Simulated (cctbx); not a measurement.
# What is wrong with this refinement?

Cell a = 18.8570 Å, b = 7.6460 Å, c = 8.6600 Å, α = 90.00°, β = 96.63°, γ = 90.00°; space group C2/c (no. 15). The compound is Ba5Cu2.

The data are simulated with cctbx, not measured: Cu Kα, λ = 1.54184 Å, to d = 0.83 Å, 70 % of the full sphere, strongest reflection 5000 counts, noise from counting, a 3 % proportional error and a noise floor of 8 counts (s.d.); no absorption.

An anisotropic refinement with weights 1/σ² prints:

```text
Rint 0.038, 1120 unique reflections to 0.83 A
cycle     R1     wR2    GooF  max shift (A)
   1  0.0552  0.1169   2.442   0.00056
   2  0.0245  0.0535   1.117   0.00000
final R1 0.0245 wR2 0.0535 GooF 1.117  parameters 32  data/parameter 35.0
atom        x        y        z      Ueq    occ   su(xyz)  su(Uiso or U11)
Ba1    0.09006  0.88646  0.91462   0.0093  1.000  0.00005  0.0002
Ba2    0.22009  0.41962  0.81739   0.0149  1.000  0.00006  0.0002
Ba3    0.00000  0.41458  0.75000   0.0089  1.000  0.00008  0.0003
Cu1    0.10864  0.70353  0.57577   0.0244  1.000  0.00015  0.0006
difference map: max 1.34 min -1.65 rms 0.35
Q1    0.1228  0.1623  0.1329    8    1.47  1.16 A from Cu1
Q2    0.0776  0.2152  0.6307    8    1.23  2.06 A from Ba1
Q3    0.0554  0.1264  0.7505    8    1.18  2.37 A from Ba1
Q4    0.0000  0.2105  0.2500    4    1.17  2.22 A from Ba1
Q5    0.0000  0.0010  0.2500    4    1.14  2.26 A from Ba1
Q6    0.0468  0.0872  0.0972    8    1.12  2.00 A from Cu1
```

Q: Accept it or mend it, and why?

Mend it. The fault: dispersion terms of the wrong wavelength (0.71073 Å). Against the right model at the same level, R1 goes from 0.0209 to 0.0245 and GooF from 0.95 to 1.12 and U of Cu1 swells from 0.0136 to 0.0244 Å². f′ and f″ must be those of the data's wavelength; the error mimics a mistyped heavy atom. The signs are weak, and the output alone doesn't single this fault out.

The compound is Ba5Cu2. The right model at the same level gives:

```text
Rint 0.038, 1120 unique reflections to 0.83 A
cycle     R1     wR2    GooF  max shift (A)
   1  0.0312  0.0674   1.409   0.00089
   2  0.0209  0.0455   0.950   0.00000
final R1 0.0209 wR2 0.0455 GooF 0.950  parameters 32  data/parameter 35.0
atom        x        y        z      Ueq    occ   su(xyz)  su(Uiso or U11)
Ba1    0.09008  0.88646  0.91462   0.0106  1.000  0.00005  0.0002
Ba2    0.22007  0.41963  0.81737   0.0162  1.000  0.00005  0.0002
Ba3    0.00000  0.41459  0.75000   0.0102  1.000  0.00007  0.0003
Cu1    0.10861  0.70357  0.57574   0.0136  1.000  0.00013  0.0005
difference map: max 1.10 min -1.30 rms 0.32
Q1    0.1251  0.1622  0.1354    8    1.19  1.17 A from Cu1
Q2    0.0000  0.2135  0.2500    4    1.14  2.22 A from Ba1
Q3    0.2320  0.4711  0.1979    8    1.11  1.37 A from Ba2
Q4    0.0555  0.1291  0.7505    8    1.11  2.38 A from Ba1
Q5    0.1849  0.0809  0.5670    8    1.10  2.11 A from Ba1
Q6    0.0125  0.3443  0.4639    8    1.09  2.30 A from Cu1
```

This is a model crystal, built by substitution and not relaxed, with assumed displacement parameters.

[Middle refinement cycles are left out of these outputs.]

[Logs are printed without paths, hosts, clocks, repeated set-up lines and the standing remarks that a program may print on its own settings, such as how far it seeks lower states.]
